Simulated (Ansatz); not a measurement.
## La2Mn2Cd, from a guessed structure to a relaxed one

This structure for La2Mn2Cd is made up. Its elements were placed in a known structure type with a cell scaled to their sizes. What cell does the guess relax to, and how far off was it?

Method: DFT, PBE, plane-wave PAW, files of the set soft_1, scalar-relativistic, ferromagnetic start, cell and ions relaxed at zero pressure; PAW set soft_1, in the first sound run; inputs show where later runs differ, in Ansatz 0.2.0.

**1. Starting point**

The structure is orthorhombic, space group Cmmm (No. 65). Conventional cell: a = 4.055 Å, b = 15.032 Å, c = 3.939 Å, α = 90.00°, β = 90.00°, γ = 90.00°. Nearest to La lie 6 Mn at 3.00 to 3.11 Å. Nearest to Cd lie 2 Mn at 3.06 Å. Mn has 2 Mn at 2.46 Å and 6 La at 3.00 to 3.11 Å and 1 Cd at 3.06 Å nearest. Farther neighbours are not listed.

**2. Relaxation of the guess**

The guess takes its coordinates from another compound and its volume from a rule, so the cell and any free coordinates are relaxed together.

input.yaml reads:

```yaml
crystal:
  lattice:
    - [2.0275, -7.516, 0.0]
    - [2.0275, 7.516, 0.0]
    - [0.0, 0.0, 3.939]
  atoms:
    - { symbol: La, position: [0.3639, 0.6361, 0.5] }
    - { symbol: La, position: [0.6361, 0.3639, 0.5] }
    - { symbol: Cd, position: [0.0, 0.0, 0.0] }
    - { symbol: Mn, position: [0.2038, 0.7962, 0.0], spin: 4.0 }
    - { symbol: Mn, position: [0.7962, 0.2038, 0.0], spin: 4.0 }
magnetization:
  spin_polarized: true
kpoints:
  mp_grid: { grid: [7, 7, 7] }
scf:
  occupations: { method: fermi_dirac, width: 0.05 }
hamiltonian:
  xc: pbe
  pseudopotentials: { kind: paw, azcp: { folder: soft_1 } }
relax:
  f_tol: 0.015
  max_steps: 70
  cell: {}
output:
  forces: true
  stress: true
```

Launch:

```sh
$ ansatz run input.yaml --threads 4 --pin off --max-ram 8192MiB --backend cpu --events-out ev --progress --plain --runs-dir out
```

Numbers of over 12 decimals in the logs are rounded to 6 here.

Output:

```text
Engine: ansatz 0.2.0, aarch64-unknown-linux-gnu
Pseudopotentials: kind: paw
Pseudopotential: La, paw, valence charge 11, recommended cutoff 420 eV (normal), soft_1/La.paw.azcp
Pseudopotential: Cd, paw, valence charge 20, recommended cutoff 420 eV (normal), soft_1/Cd.paw.azcp
Pseudopotential: Mn, paw, valence charge 15, recommended cutoff 420 eV (normal), soft_1/Mn.paw.azcp
Functional definition: PBE
  parameter kappa = 0.804
  parameter beta = 0.066725
  exchange = pbe_x(kappa = kappa, mu = beta*pi^2/3)
  correlation = pbe_c(beta = beta)
Crystal: 5 atoms, lattice volume = 120.050 Å³
Basis set: ecut = 420 eV, 2359 PW (Γ), exchange–correlation on 108×108×54 points (8 copies of the dense FFT grid, shifted against one another)
Bands: 48, of which v1, the nominal top of the filled ones, is band 36 counted from 1 (35 counted from 0)
Symmetry: 8 space group operations
Space group: Cmmm (ITA 65), of the structure as read, at distance tolerance 4.9e-5 Å
Magnetic group: BNS 65.481 (UNI 579), of the structure as read, at distance tolerance 4.9e-5 Å
k-points: 64 of 343
Non-local potential: La, projectors of the file, l = 0: 3, l = 1: 2, l = 2: 2, l = 3: 3
Non-local potential: Cd, projectors of the file, l = 0: 3, l = 1: 2, l = 2: 2, l = 3: 1
Non-local potential: Mn, projectors of the file, l = 0: 3, l = 1: 2, l = 2: 3, l = 3: 1
PAW form: soft (Blöchl's): semilocal exchange-correlation on the pseudo side does not see the compensation charge
PAW one-centre angular grid: La, 590 points (default); XC on 64 Gauss nodes
PAW one-centre angular grid: Cd, 590 points (default); XC on 64 Gauss nodes
PAW one-centre angular grid: Mn, 590 points (default); XC on 64 Gauss nodes
Initial density: superposition of atomic densities (chi_scale 0.1, normalization cell)
Starting moments: Σ|m| = 8 μB on 2 of 5 sites
Initial wavefunctions: pseudopotential atomic-orbital guess
Functional: x = pbe(κ = 0.804, μ = 0.219515), c = pbe(β = 0.066725)
SCF iter   1: F=—  HF=-28551.926553 eV  |F-HF|=—  |Δ(HF+E_count)|=         —  Δρ=3.65e-2 (↑2.12e-2 ↓3.65e-2)  dr2=1.74e1  dr2_m=4.09e-1  M=6.488 μB ∫|m|=7.446 μB  β_m=0.30  ethr=3.10e-3  ⟨swp⟩=7.5  Hψ=26860  notcnv=0  defer=2
Mixer restart at iter 1: flushing history
preconditioner: auto → Kerker (q_TF=auto, 2.505 Å⁻¹)  [metal: Δε(μ)=0.007 eV  Ē_g=8.703 eV  σ=0.050 eV  W_gap=0.04  n_scr=30 (ndim 8)  ℏωp=22.5 eV  f_vac=0.000  D(μ)=4.84/eV (n_scr^D=44)]
spin=Collinear: Kerker preconditioning applied to the charge; magnetization (m = ρ↑ − ρ↓) channel mixes plain (no charge-response kernel on spin).
SCF iter   2: F=—  HF=-28552.195547 eV  |F-HF|=—  |Δ(HF+E_count)|=   2.69e-1  Δρ=3.17e-2 (↑1.71e-2 ↓3.17e-2)  dr2=1.28e1  dr2_m=3.66e-1  M=6.193 μB ∫|m|=7.305 μB  β_m=0.43  ethr=3.10e-3  ⟨swp⟩=3.4  Hψ=9931  notcnv=0  defer=431
SCF iter   3: F=—  HF=-28552.347518 eV  |F-HF|=—  |Δ(HF+E_count)|=   1.52e-1  Δρ=1.43e-2 (↑1.43e-2 ↓1.42e-2)  dr2=1.94e0  dr2_m=1.61e-1  M=5.302 μB ∫|m|=6.816 μB  β_m=0.58  ethr=3.10e-3  ⟨swp⟩=4.8  Hψ=12478  notcnv=0  defer=448
SCF iter   4: F=—  HF=-28551.840393 eV  |F-HF|=—  |Δ(HF+E_count)|=   5.07e-1  Δρ=8.73e-3 (↑8.73e-3 ↓4.70e-3)  dr2=2.38e-1  dr2_m=1.24e-2  M=4.817 μB ∫|m|=6.511 μB  β_m=0.79  ethr=2.70e-3  ⟨swp⟩=5.1  Hψ=11660  notcnv=0  defer=391
SCF iter   5: F=—  HF=-28552.197957 eV  |F-HF|=—  |Δ(HF+E_count)|=         —  Δρ=5.54e-3 (↑4.65e-3 ↓5.54e-3)  dr2=1.50e-2  dr2_m=2.53e-2  M=4.876 μB ∫|m|=6.341 μB  β_m=0.79  ethr=3.30e-4  ⟨swp⟩=6.0  Hψ=13377  notcnv=0  defer=407
Mixer restart at iter 5: flushing history
SCF iter   6: F=—  HF=-28552.194920 eV  |F-HF|=—  |Δ(HF+E_count)|=   3.04e-3  Δρ=5.30e-3 (↑5.30e-3 ↓2.35e-3)  dr2=1.10e-2  dr2_m=1.53e-2  M=4.800 μB ∫|m|=6.221 μB  β_m=0.90  ethr=2.08e-5  ⟨swp⟩=4.3  Hψ=13139  notcnv=0  defer=407
SCF iter   7: F=—  HF=-28552.193414 eV  |F-HF|=—  |Δ(HF+E_count)|=   1.51e-3  Δρ=3.25e-3 (↑3.25e-3 ↓2.66e-3)  dr2=3.84e-2  dr2_m=2.16e-4  M=4.849 μB ∫|m|=6.208 μB  β_m=0.75  ethr=1.53e-5  ⟨swp⟩=3.2  Hψ=13209  notcnv=0  defer=401
SCF iter   8: F=—  HF=-28552.193213 eV  |F-HF|=—  |Δ(HF+E_count)|=   2.00e-4  Δρ=1.07e-3 (↑1.07e-3 ↓7.45e-4)  dr2=7.89e-4  dr2_m=7.62e-4  M=4.786 μB ∫|m|=6.131 μB  β_m=0.78  ethr=1.53e-5  ⟨swp⟩=3.3  Hψ=12596  notcnv=0  defer=401
SCF iter   9: F=—  HF=-28552.192950 eV  |F-HF|=—  |Δ(HF+E_count)|=   2.63e-4  Δρ=1.84e-4 (↑1.84e-4 ↓1.63e-4)  dr2=2.49e-4  dr2_m=4.05e-6  M=4.790 μB ∫|m|=6.111 μB  β_m=0.76  ethr=1.10e-6  ⟨swp⟩=2.0  Hψ=11590  notcnv=0  defer=400
SCF iter  10: F=—  HF=-28552.192925 eV  |F-HF|=—  |Δ(HF+E_count)|=   2.58e-5  Δρ=9.82e-5 (↑5.14e-5 ↓9.82e-5)  dr2=1.50e-5  dr2_m=2.40e-6  M=4.793 μB ∫|m|=6.107 μB  β_m=0.88  ethr=3.46e-7  ⟨swp⟩=2.0  Hψ=8208  notcnv=0  defer=400
SCF iter  11: F=—  HF=-28552.192944 eV  |F-HF|=—  |Δ(HF+E_count)|=   1.92e-5  Δρ=8.79e-5 (↑8.79e-5 ↓5.57e-5)  dr2=2.41e-5  dr2_m=5.75e-7  M=4.797 μB ∫|m|=6.109 μB  β_m=0.88  ethr=2.09e-8  ⟨swp⟩=2.2  Hψ=9542  notcnv=0  defer=400
SCF iter  12: F=—  HF=-28552.192948 eV  |F-HF|=—  |Δ(HF+E_count)|=   3.87e-6  Δρ=2.45e-5 (↑2.45e-5 ↓1.40e-5)  dr2=1.47e-6  dr2_m=1.35e-7  M=4.800 μB ∫|m|=6.109 μB  β_m=0.94  ethr=2.09e-8  ⟨swp⟩=2.0  Hψ=7422  notcnv=0  defer=400
SCF iter  13: F=—  HF=-28552.192949 eV  |F-HF|=—  |Δ(HF+E_count)|=   8.34e-7  Δρ=5.41e-6 (↑5.24e-6 ↓5.41e-6)  dr2=9.81e-8  dr2_m=1.30e-8  M=4.801 μB ∫|m|=6.109 μB  β_m=0.97  ethr=2.04e-9  ⟨swp⟩=2.0  Hψ=8855  notcnv=0  defer=400
SCF iter  14: F=-28552.192949 eV  HF=-28552.192949 eV  |F-HF|=1.72e-9  |Δ(HF+E_count)|=   1.10e-7  Δρ=1.43e-6 (↑1.31e-6 ↓1.43e-6)  dr2=4.67e-9  dr2_m=1.29e-9  M=4.802 μB ∫|m|=6.109 μB  ethr=1.36e-10  ⟨swp⟩=3.5  Hψ=22643  notcnv=0
SCF 1 converged in 14 iterations: F = -28552.192949 eV  dr2 = 4.67e-9
  greatest PAW one-centre occupation: 1.000 electrons in one spin orbital (limit 2), on the Cd atom at site 2 (counted from 0), in its partial waves of l = 0
relax step   1: F+E_penalty+E_count = -28552.19294867 eV  Δ(F+E_penalty+E_count) = +0.000e0 eV  max|allowed force component| = 1.448e-1 eV/Å  Δτ_max = 0.0000 Å  P = +1.733 GPa  Ω = 120.050 Å³  (14 SCF iters, dr2 threshold 1.00e-7 eV, accepted)
Crystal: 5 atoms, lattice volume = 124.275 Å³
Basis set: ecut = 420 eV, 2419 PW (Γ), exchange–correlation on 108×108×54 points (8 copies of the dense FFT grid, shifted against one another)
Initial density: handed on by an earlier stage of this run
Starting moments: Σ|m| = 8 μB on 2 of 5 sites; this step starts from the density that it was given
Initial wavefunctions: those handed on with the density
iter 1 solved again at ethr=2.34e-4 eV; its pass at ethr=3.10e-3 eV (dr2=1.68e-1 eV) is discarded
[...]
relax step   5: F+E_penalty+E_count = -28552.25984166 eV  Δ(F+E_penalty+E_count) = -1.613e-3 eV  max|allowed force component| = 4.574e-3 eV/Å  Δτ_max = 0.0129 Å  P = +0.008 GPa  Ω = 125.487 Å³  energy of the carried Pulay correction = -1.910e-3 eV  (9 SCF iters, dr2 threshold 2.03e-7 eV, accepted)
[...]
relax step   6: F+E_penalty+E_count = -28552.25989340 eV  Δ(F+E_penalty+E_count) = -5.174e-5 eV  max|allowed force component| = 3.356e-3 eV/Å  Δτ_max = 0.0014 Å  P = -0.001 GPa  Ω = 125.535 Å³  energy of the carried Pulay correction = -1.927e-3 eV  (12 SCF iters, accepted)
[...]
relax step   7: F+E_penalty+E_count = -28552.25993294 eV  Δ(F+E_penalty+E_count) = -3.953e-5 eV  max|allowed force component| = 3.217e-3 eV/Å  Δτ_max = 0.0016 Å  P = -0.007 GPa  Ω = 125.567 Å³  energy of the carried Pulay correction = -1.938e-3 eV  (13 SCF iters, accepted)
Basis set: ecut = 420 eV, 2463 PW (Γ), exchange–correlation on 108×108×60 points (8 copies of the dense FFT grid, shifted against one another)
Initial wavefunctions: pseudopotential atomic-orbital guess (no wavefunctions were taken with the density)
iter 1 solved again at ethr=2.59e-6 eV; its pass at ethr=3.10e-3 eV (dr2=1.86e-3 eV) is discarded
SCF iter   1: F=—  HF=-28552.261996 eV  |F-HF|=—  |Δ(HF+E_count)|=         —  Δρ=6.30e-5 (↑6.30e-5 ↓5.73e-5)  dr2=2.34e-6  dr2_m=2.12e-7  M=5.326 μB ∫|m|=7.005 μB  β_m=0.65  ethr=2.59e-6  ⟨swp⟩=3.4  Hψ=43058  notcnv=0
eigensolver tolerance schedule: the retry pair's looser diagonalisation over-reported the residual by 796.50 of it (diagonalisation noise at 1.99 of the residual, at the tolerance the schedule requests for it); recorded, not acted on — ethr = c·dr2/N_el stays at c = 1.0e-1
preconditioner: auto → Kerker (q_TF=auto, 2.186 Å⁻¹)  [metal: Δε(μ)=0.001 eV  Ē_g=8.740 eV  σ=0.050 eV  W_gap=0.00  n_scr=18 (ndim 8)  ℏωp=22.0 eV  f_vac=0.000  D(μ)=6.74/eV (n_scr^D=64)]
spin=Collinear: Kerker preconditioning applied to the charge; magnetization (m = ρ↑ − ρ↓) channel mixes plain (no charge-response kernel on spin).
SCF iter   2: F=—  HF=-28552.262035 eV  |F-HF|=—  |Δ(HF+E_count)|=   3.85e-5  Δρ=2.32e-5 (↑2.32e-5 ↓2.14e-5)  dr2=3.61e-7  dr2_m=2.70e-8  M=5.326 μB ∫|m|=7.005 μB  β_m=0.60  ethr=3.24e-9  ⟨swp⟩=2.3  Hψ=11142  notcnv=0
SCF iter   3: F=—  HF=-28552.262045 eV  |F-HF|=—  |Δ(HF+E_count)|=   9.94e-6  Δρ=6.25e-6 (↑6.13e-6 ↓6.25e-6)  dr2=1.06e-8  dr2_m=2.50e-8  M=5.327 μB ∫|m|=7.005 μB  β_m=0.62  ethr=5.02e-10  ⟨swp⟩=2.2  Hψ=10146  notcnv=0
SCF iter   4: F=—  HF=-28552.262045 eV  |F-HF|=—  |Δ(HF+E_count)|=   3.00e-7  Δρ=5.09e-6 (↑1.22e-6 ↓5.09e-6)  dr2=3.67e-8  dr2_m=9.28e-9  M=5.327 μB ∫|m|=7.005 μB  β_m=0.81  ethr=1.48e-11  ⟨swp⟩=2.0  Hψ=10812  notcnv=0
SCF iter   5: F=—  HF=-28552.262045 eV  |F-HF|=—  |Δ(HF+E_count)|=   1.50e-7  Δρ=5.84e-6 (↑5.84e-6 ↓4.76e-6)  dr2=3.29e-8  dr2_m=2.90e-8  M=5.327 μB ∫|m|=7.006 μB  β_m=0.91  ethr=1.48e-11  ⟨swp⟩=3.0  Hψ=11718  notcnv=0
SCF iter   6: F=—  HF=-28552.262045 eV  |F-HF|=—  |Δ(HF+E_count)|=   2.28e-8  Δρ=4.14e-6 (↑4.14e-6 ↓1.65e-6)  dr2=1.52e-8  dr2_m=6.61e-9  M=5.327 μB ∫|m|=7.006 μB  β_m=0.95  ethr=1.48e-11  ⟨swp⟩=3.0  Hψ=11740  notcnv=0
SCF iter   7: F=—  HF=-28552.262045 eV  |F-HF|=—  |Δ(HF+E_count)|=   1.15e-8  Δρ=1.54e-6 (↑1.54e-6 ↓3.85e-7)  dr2=2.42e-9  dr2_m=6.85e-10  M=5.327 μB ∫|m|=7.006 μB  β_m=0.95  ethr=1.48e-11  ⟨swp⟩=2.0  Hψ=7492  notcnv=0
SCF iter   8: F=—  HF=-28552.262046 eV  |F-HF|=—  |Δ(HF+E_count)|=   6.69e-7  Δρ=1.19e-7 (↑1.19e-7 ↓7.55e-8)  dr2=4.42e-11  dr2_m=2.98e-12  M=5.327 μB ∫|m|=7.006 μB  β_m=0.98  ethr=3.36e-12  ⟨swp⟩=2.0  Hψ=10446  notcnv=0
SCF iter   9: F=-28552.262046 eV  HF=-28552.262046 eV  |F-HF|=1.46e-11  |Δ(HF+E_count)|=  4.37e-11  Δρ=6.32e-8 (↑4.20e-8 ↓6.32e-8)  dr2=2.26e-11  dr2_m=3.61e-13  M=5.327 μB ∫|m|=7.006 μB  ethr=1.00e-12  ⟨swp⟩=3.7  Hψ=22507  notcnv=0
SCF 8 converged in 9 iterations: F = -28552.262046 eV  dr2 = 2.26e-11
relax step   8: F+E_penalty+E_count = -28552.26204567 eV  Δ(F+E_penalty+E_count) = -2.113e-3 eV  max|allowed force component| = 3.002e-3 eV/Å  Δτ_max = 0.0000 Å  P = -0.001 GPa  Ω = 125.567 Å³  stress off target by 2.90e-2 GPa  SCF on the basis re-selected at this cell (its energy is not comparable with the rows above)  (9 SCF iters)
basis re-selected at this cell: Δ(F+E_penalty+E_count) = -2.113e-3 eV, ΔP = +0.006 GPa vs the last step (what re-selecting the basis moved, of the pressure what is left beyond the Pulay correction that the steps carried, after the strain that the cell walked since its last selection, with what the two solves' SCF thresholds leave and, on support functions, any second-order correction that the steps lacked; it is no measure of the basis error at this ecutwfc). The dense FFT grid was sized anew with the basis: this SCF ran on 54×54×30 points, the steps before it on 54×54×27, so part of this shift can come from that change (see relax.cell in the input reference). [rest of the remark cut]
an SCF from antiferromagnetic starting moments (0.00, 0.00, 0.00, -4.00, 4.00 Bohr magnetons, atom by atom) was not made, so that it is not known whether that order lies lower: the deck asks for what bars it, or types moments that do (magnetization.spin_polarized, in the input reference, names some of the keys), or the run goes by scf.lower_state_search: light, the default, which as a rule tries one only behind a clo [...]
SCF converged after 9 iterations
Magnetization: 5.3271 μB (38.6636 up, 33.3364 down)
Absolute magnetization: 7.0149 μB (∫|ρ↑−ρ↓|, with the PAW one-centre terms)
Spin contamination: 0.7828 ħ² per cell (⟨S²⟩ above its minimum at these occupations)
Per-site moments (μB) at R_I (Å): [(-0.157575, 1.272308), (-0.157575, 1.272308), (-0.00994995, 1.213407), (2.882272, 1.050771), (2.882272, 1.050771)]
Free energy (F): -28552.262046 eV
Harris-Foulkes:  -28552.262046 eV  (|F-HF|=1.46e-11)
Internal energy: -28552.206998 eV  (E = F + TS)
E sigma→0 (E₀):  -28552.234522 eV
Entropy (-TS):   -0.055048 eV (-11.010 meV/atom)
Fermi energy:    12.145034 eV
--- Per-component energies (eV) ---
  E_band       = -1040.798377
  E_kinetic    = 1447.123196
  E_local      = -9714.156550  (includes V_loc(G=0)·N_el)
  E_nonlocal   = 1217.221592
  E_hartree    = 4088.702710
  E_xc         = -659.183024
  E_vxc        = -763.285300  (∫ρ·V_xc dr)
  E_paw        = -17588.335195  (= ΣΔE_a)
  E_vpaw       = -1405.106906  (= ΣTr[D̂ρ^β])
  E_aug_tail   = 0.000539  (compensation charges beyond the density's cutoff)
  E_ewald      = -7343.580264
  E_smearing   = -0.055048  (= −TS)
  E_closure    = 0.000000  (closes the sum)
  Σ components = -28552.262046   (vs F -28552.262046, Δ=0.00e0)
--- Forces (eV/Å), atoms counted from 1 ---
  atom   1  La     0.00000000    -0.00300198     0.00000000
  atom   2  La     0.00000000     0.00300198    -0.00000000
  atom   3  Cd     0.00000000     0.00000000     0.00000000
  atom   4  Mn     0.00000000    -0.00006351    -0.00000000
  atom   5  Mn    -0.00000000     0.00006351     0.00000000
  max |Σ_I F_I| component: 1.36e-20 eV/Å
--- Stress (GPa, compression-positive) ---
        0.020166      -0.000000      -0.000000
        0.000000      -0.028958      -0.000000
       -0.000000      -0.000000       0.005882
  P = ⅓ Tr σ = -0.0010 GPa (-0.010 kbar)
--- Relaxed structure (7 steps of the walk, 7 accepted, 1 SCFs on fresh bases) ---
  F+E_penalty+E_count = -28552.26204567 eV   max|allowed force component| = 3.002e-3 eV/Å   (the final SCF, on the basis selected at the relaxed cell)
  cell:  # Å, volume = 125.5675 Å³
    - [2.098929, -7.326571, 0]
    - [2.098929, 7.326571, 0]
    - [0, 0, 4.082711]
  atoms:
    - { symbol: La, position: [0.365445, 0.634555, 0.5] }
    - { symbol: La, position: [0.634555, 0.365445, 0.5] }
    - { symbol: Cd, position: [0, 0, 0] }
    - { symbol: Mn, position: [0.200748, 0.799252, 0] }
    - { symbol: Mn, position: [0.799252, 0.200748, 0] }
```

It took 2.2 min on 4 threads of Arm Neoverse V1, shared host; peak memory 0.94 GiB; 8.4 min of CPU time.

The steps of the relaxation:

| step | energy less that of the first step (eV) | largest force component (eV/Å) | pressure (GPa) | volume (Å³) |
| --- | --- | --- | --- | --- |
| 1 | 0.0000 | 0.1448 | 1.73 | 120.05 |
| 2 | -0.0476 | 0.1800 | 0.32 | 124.27 |
| 3 | -0.0637 | 0.0932 | -0.12 | 125.89 |
| 4 | -0.0653 | 0.0570 | 0.11 | 125.02 |
| 5 | -0.0669 | 0.0046 | 0.01 | 125.49 |
| 6 | -0.0669 | 0.0034 | 0.00 | 125.54 |
| 7 | -0.0670 | 0.0032 | -0.01 | 125.57 |
| 8* | -0.0691 | 0.0030 | 0.00 | 125.57 |

Relaxation steps marked * repeat the geometry before them on a plane-wave basis chosen anew for their cell, so energy and pressure can jump there.

Forces are held to the 8 operations that the run works with; a distortion that breaks them can't arise in this run.

| conventional cell, symmetrised | before | after | change |
| --- | --- | --- | --- |
| a (Å) | 4.055 | 4.198 | +3.5 % |
| b (Å) | 15.032 | 14.653 | -2.5 % |
| c (Å) | 3.939 | 4.083 | +3.6 % |
| volume (Å³/atom) | 24.01 | 25.11 | +4.6 % |

The atoms that moved most (Å, as changes of fractional coordinates times the final cell):

| atom | dx | dy | dz | length |
| --- | --- | --- | --- | --- |
| Mn5 | 0.000 | -0.045 | 0.000 | 0.045 |
| Mn4 | 0.000 | 0.045 | 0.000 | 0.045 |
| La2 | 0.000 | 0.023 | 0.000 | 0.023 |
| La1 | 0.000 | -0.023 | 0.000 | 0.023 |

Final coordinates:

```xyz
5
Lattice="2.0989 -7.3266 0.0000 2.0989 7.3266 0.0000 0.0000 0.0000 4.0827" Properties=species:S:1:pos:R:3 pbc="T T T"
La    2.0989    1.9717    2.0414
La    2.0989   -1.9717    2.0414
Cd    0.0000    0.0000    0.0000
Mn    2.0989    4.3850    0.0000
Mn    2.0989   -4.3850    0.0000
```

Numbers from this step:

```yaml
free_energy: -28552.2620 eV
energy_at_zero_smearing: -28552.2345 eV
smearing_term_ts: 0.05505 eV
fermi_energy: 12.15 eV
magnetization: 5.327 μB
absolute_magnetization: 7.015 μB
site_moments: -0.1576, -0.1576, -0.009950, 2.882, 2.882 μB
electrons: 72
symmetry_operations: 8
pressure: -9.70e-4 GPa
```

Site moment by atom:

| atom | site moment (μB) |
| --- | --- |
| La1 | -0.16 |
| La2 | -0.16 |
| Cd3 | -0.01 |
| Mn4 | 2.88 |
| Mn5 | 2.88 |

The shortest distance of each pair, which need not be the same contact before and after:

| pair | guess (Å) | relaxed (Å) |
| --- | --- | --- |
| Mn–Mn | 2.458 | 2.547 |
| Cd–Mn | 3.064 | 2.942 |
| La–Mn | 3.004 | 3.084 |
| Cd–La | 3.489 | 3.530 |
| La–La | 3.939 | 3.943 |

The relaxation ends with a largest force component of 0.0030 eV/Å and a pressure of 0.00 GPa.

(Part 1 of 2 ends here.)

[Logs are printed without paths, hosts, clocks, repeated set-up lines and the standing remarks that a program may print on its own settings, such as how far it seeks lower states.]

[Hosts, paths, dates, database ids (printed as entryN), source tags and the programs' standing remarks are cut or masked in the printed files.]
